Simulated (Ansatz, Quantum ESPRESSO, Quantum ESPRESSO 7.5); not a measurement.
## Evanescent states of SiC, zinc blende type, lattice constant set to 4.38 Å

How good a tunnel barrier is SiC, zinc blende type, lattice constant set to 4.38 Å?

Method: plane-wave DFT, PBE, GBRV ultrasoft pseudopotentials (cross-check by Ansatz 0.2.0 with PAW datasets), in Quantum ESPRESSO 7.5.

## (1) The starting structure

Symmetry: F-43m, No. 216, cubic system. The conventional cell has a = 4.380 Å, b = 4.380 Å, c = 4.380 Å, α = 90.00°, β = 90.00°, γ = 90.00°. Nearest to Si lie 4 C at 1.90 Å. C has 4 Si at 1.90 Å nearest. Farther neighbours are not listed.

## (2) SCF with pw.x

pwcond needs a cell whose third axis lies along the current and stands perpendicular to the other two.

Input file scf.in:

```
&control
  prefix = 'scf'
  outdir = './out'
  pseudo_dir = './pseudo'
  calculation = 'scf'
  tprnfor = .true.
/
&system
  ibrav = 0
  nat = 4
  ntyp = 2
  ecutwfc = 40
  ecutrho = 200
  occupations = 'fixed'
  nbnd = 12
/
&electrons
  conv_thr = 1e-09
  mixing_beta = 0.6
  electron_maxstep = 120
/
ATOMIC_SPECIES
  Si  28.0850  si_pbe_v1.uspp.F.UPF
  C   12.0110  c_pbe_v1.2.uspp.F.UPF
CELL_PARAMETERS angstrom
  3.09712770159708 0.00000000000000 0.00000000000000
  0.00000000000000 3.09712770159708 0.00000000000000
  0.00000000000000 0.00000000000000 4.38000000000000
ATOMIC_POSITIONS crystal
  Si  0.000000000000 0.000000000000 0.000000000000
  C   0.500000000000 0.000000000000 0.250000000000
  Si  0.500000000000 0.500000000000 0.500000000000
  C   0.000000000000 0.500000000000 0.750000000000
K_POINTS automatic
  8 8 6 0 0 0
```

Command:

```console
OMP_NUM_THREADS=1 mpirun -n 2 pw.x -nk 2 -in scf.in > scf.out
```

What it wrote:

```text
Program PWSCF v.7.5 starts
[citation notice left out]

     Parallel version (MPI & OpenMP), running on       2 processor cores
     Number of MPI processes:                 2
     Threads/MPI process:                     1

     MPI processes distributed on     1 nodes
[...]
Current dimensions of program PWSCF are:
     Max number of different atomic species (ntypx) = 10
     Max number of k-points (npk) =  40000
     Max angular momentum in pseudopotentials (lmaxx) =  4
     Found identity + ( -0.5000 -0.5000 -0.5000) symmetry
     This is a supercell, fractional translations are disabled
     Message from routine setup:
     using ibrav=0 with symmetry is DISCOURAGED, use correct ibrav instead

     K-points division:     npool     =       2
     Subspace diagonalization in iterative solution of the eigenvalue problem:
     a serial algorithm will be used

     G-vector sticks info
     --------------------
     sticks:   dense  smooth     PW     G-vecs:    dense   smooth      PW
     Sum         553     437    137                13637     9733    1787

     Using Slab Decomposition

     bravais-lattice index     =            0
     lattice parameter (alat)  =       5.8527  a.u.
     unit-cell volume          =     283.5234 (a.u.)^3
     number of atoms/cell      =            4
     number of atomic types    =            2
     number of electrons       =        16.00
     number of Kohn-Sham states=           12
     kinetic-energy cutoff     =      40.0000  Ry
     charge density cutoff     =     200.0000  Ry
     scf convergence threshold =      1.0E-09
     mixing beta               =       0.6000
     number of iterations used =            8  plain     mixing
     Exchange-correlation= SLA  PW   PBE  PBE
                           (   1   4   3   4   0   0   0)

     celldm(1)=   5.852723  celldm(2)=   0.000000  celldm(3)=   0.000000
     celldm(4)=   0.000000  celldm(5)=   0.000000  celldm(6)=   0.000000

     crystal axes: (cart. coord. in units of alat)
               a(1) = (   1.000000   0.000000   0.000000 )
               a(2) = (   0.000000   1.000000   0.000000 )
               a(3) = (   0.000000   0.000000   1.414214 )

     reciprocal axes: (cart. coord. in units 2 pi/alat)
               b(1) = (  1.000000  0.000000  0.000000 )
               b(2) = (  0.000000  1.000000  0.000000 )
               b(3) = (  0.000000  0.000000  0.707107 )

     PseudoPot. # 1 for Si read from file:
     ./pseudo/si_pbe_v1.uspp.F.UPF
     Pseudo is Ultrasoft + core correction, Zval =  4.0
     Generated by new atomic code, or converted to UPF format
     Using radial grid of  899 points,  6 beta functions with:
                l(1) =   0
                l(2) =   0
                l(3) =   1
                l(4) =   1
                l(5) =   2
                l(6) =   2
     Q(r) pseudized with  8 coefficients,  rinner =    0.900   0.900   0.900
                                                       0.900   0.900

     PseudoPot. # 2 for C  read from file:
     ./pseudo/c_pbe_v1.2.uspp.F.UPF
     Pseudo is Ultrasoft + core correction, Zval =  4.0
     Generated by new atomic code, or converted to UPF format
     Using radial grid of  721 points,  4 beta functions with:
                l(1) =   0
                l(2) =   0
                l(3) =   1
                l(4) =   1
     Q(r) pseudized with  8 coefficients,  rinner =    1.100   1.100   1.100

     atomic species   valence    mass     pseudopotential
     Si                4.00    28.08500     Si( 1.00)
     C                 4.00    12.01100     C ( 1.00)

      8 Sym. Ops. (no inversion) found

   Cartesian axes

     site n.     atom                  positions (alat units)
         1        Si     tau(   1) = (   0.0000000   0.0000000   0.0000000  )
         2        C      tau(   2) = (   0.5000000   0.0000000   0.3535534  )
         3        Si     tau(   3) = (   0.5000000   0.5000000   0.7071068  )
         4        C      tau(   4) = (   0.0000000   0.5000000   1.0606602  )

     number of k points=    60
                       cart. coord. in units 2pi/alat
        k(    1) = (   0.0000000   0.0000000   0.0000000), wk =   0.0052083
        k(    2) = (   0.0000000   0.0000000   0.1178511), wk =   0.0104167
        k(    3) = (   0.0000000   0.0000000   0.2357023), wk =   0.0104167
        k(    4) = (   0.0000000   0.0000000  -0.3535534), wk =   0.0052083
        k(    5) = (   0.0000000   0.1250000   0.0000000), wk =   0.0208333
        k(    6) = (   0.0000000   0.1250000   0.1178511), wk =   0.0416667
        k(    7) = (   0.0000000   0.1250000   0.2357023), wk =   0.0416667
        k(    8) = (   0.0000000   0.1250000  -0.3535534), wk =   0.0208333
        k(    9) = (   0.0000000   0.2500000   0.0000000), wk =   0.0208333
        k(   10) = (   0.0000000   0.2500000   0.1178511), wk =   0.0416667
[...]
k(   60) = (  -0.5000000  -0.5000000  -0.3535534), wk =   0.0052083

     Dense  grid:    13637 G-vectors     FFT dimensions: (  27,  27,  40)

     Smooth grid:     9733 G-vectors     FFT dimensions: (  24,  24,  36)

     Estimated max dynamical RAM per process >      38.04 MB

     Estimated total dynamical RAM >      72.76 MB

     Initial potential from superposition of free atoms

     starting charge      15.9986, renormalised to      16.0000
     Starting wfcs are   16 randomized atomic wfcs

     total cpu time spent up to now is        1.0 secs

     per-process dynamical memory:    22.1 Mb

     Self-consistent Calculation

     iteration #  1     ecut=    40.00 Ry     beta= 0.60
     Davidson diagonalization with overlap
     ethr =  1.00E-02,  avg # of iterations =  3.4

     total cpu time spent up to now is        2.3 secs

     total energy              =     -41.97358880 Ry
     estimated scf accuracy    <       0.85307118 Ry

     iteration #  2     ecut=    40.00 Ry     beta= 0.60
[...]
total energy              =     -42.21743650 Ry
     estimated scf accuracy    <       0.12788152 Ry

     iteration #  3     ecut=    40.00 Ry     beta= 0.60
[...]
total energy              =     -42.23275384 Ry
     estimated scf accuracy    <       0.00548695 Ry

     iteration #  4     ecut=    40.00 Ry     beta= 0.60
[...]
total energy              =     -42.23396417 Ry
     estimated scf accuracy    <       0.00250560 Ry

     iteration #  5     ecut=    40.00 Ry     beta= 0.60
[...]
total energy              =     -42.23441471 Ry
     estimated scf accuracy    <       0.00000811 Ry

     iteration #  6     ecut=    40.00 Ry     beta= 0.60
[...]
c_bands:  2 eigenvalues not converged
[...]
total energy              =     -42.23443156 Ry
     estimated scf accuracy    <       0.00000066 Ry

     iteration #  7     ecut=    40.00 Ry     beta= 0.60
[...]
total energy              =     -42.23443180 Ry
     estimated scf accuracy    <       0.00000018 Ry

     iteration #  8     ecut=    40.00 Ry     beta= 0.60
[...]
total energy              =     -42.23443179 Ry
     estimated scf accuracy    <       0.00000003 Ry

     iteration #  9     ecut=    40.00 Ry     beta= 0.60
[...]
End of self-consistent calculation

          k = 0.0000 0.0000 0.0000 (  1229 PWs)   bands (ev):

    -6.0076  -1.0576   1.5221   6.1120   6.1120   9.2698   9.2699   9.2699
    10.6523  13.5446  15.3367  16.4756

          k = 0.0000 0.0000 0.1179 (  1225 PWs)   bands (ev):

    -5.8287  -1.9298   2.5267   6.2581   6.2581   8.7238   8.9329   8.9329
    10.9724  13.7634  15.7145  16.1076

          k = 0.0000 0.0000 0.2357 (  1204 PWs)   bands (ev):

    -5.2969  -3.2675   4.2280   6.6855   6.6855   7.4715   8.1719   8.1719
    11.9057  14.4316  14.7393  16.4776

          k = 0.0000 0.0000-0.3536 (  1184 PWs)   bands (ev):

    -4.4296  -4.4296   5.9265   5.9265   7.3544   7.3544   7.3545   7.3545
    13.2863  13.2863  15.5465  15.5465

          k = 0.0000 0.1250 0.0000 (  1200 PWs)   bands (ev):

    -5.8065  -1.0084   1.6762   5.0947   6.2630   8.3616   8.8669   9.2461
    11.3803  14.5150  15.7408  16.4116

          k = 0.0000 0.1250 0.1179 (  1206 PWs)   bands (ev):

    -5.6291  -1.8136   2.5164   5.3721   6.4051   7.5058   8.9419   9.0736
    11.6731  14.7128  15.5966  16.7185

[...]
highest occupied, lowest unoccupied level (ev):     9.2699   10.6523

!    total energy              =     -42.23443180 Ry
     estimated scf accuracy    <          1.3E-10 Ry

     The total energy is the sum of the following terms:
     one-electron contribution =      10.92206396 Ry
     hartree contribution      =       4.69129404 Ry
     xc contribution           =     -16.19561424 Ry
     ewald contribution        =     -41.65217557 Ry

     convergence has been achieved in   9 iterations

     Forces acting on atoms (cartesian axes, Ry/au):

     atom    1 type  1   force =     0.00000000    0.00000000    0.00000000
     atom    2 type  2   force =     0.00000000    0.00000000   -0.00000025
     atom    3 type  1   force =     0.00000000    0.00000000    0.00000000
     atom    4 type  2   force =     0.00000000    0.00000000    0.00000025

     Total force =     0.000000     Total SCF correction =     0.000001
     SCF correction compared to forces is large: reduce conv_thr to get better values

[...]
=------------------------------------------------------------------------------=
   JOB DONE.
=------------------------------------------------------------------------------=
```

Wall time 12 s (2 MPI ranks of Arm Neoverse N1, shared host); peak memory 0.15 GiB.

Numbers from this step:

| Quantity | Value |
| --- | --- |
| free energy | -574.6287 eV |
| valence top, on the run's zero | 9.270 eV |
| conduction bottom, on the run's zero | 10.65 eV |
| gap by band count | 1.382 eV |

The run needed 9 iterations to bring the estimated error under 1e-09 Ry.

(Part 1 of 3 ends here.)

[Logs are printed without paths, hosts, clocks, repeated set-up lines and the standing remarks that a program may print on its own settings, such as how far it seeks lower states.]

[Hosts, paths, dates, database ids (printed as entryN), source tags and the programs' standing remarks are cut or masked in the printed files.]

[Maps of the electrostatic potential energy from Ansatz leave out the sawtooth potential of an applied field or a dipole correction, so their vacuum need not be flat; planar profiles and work functions include it.]
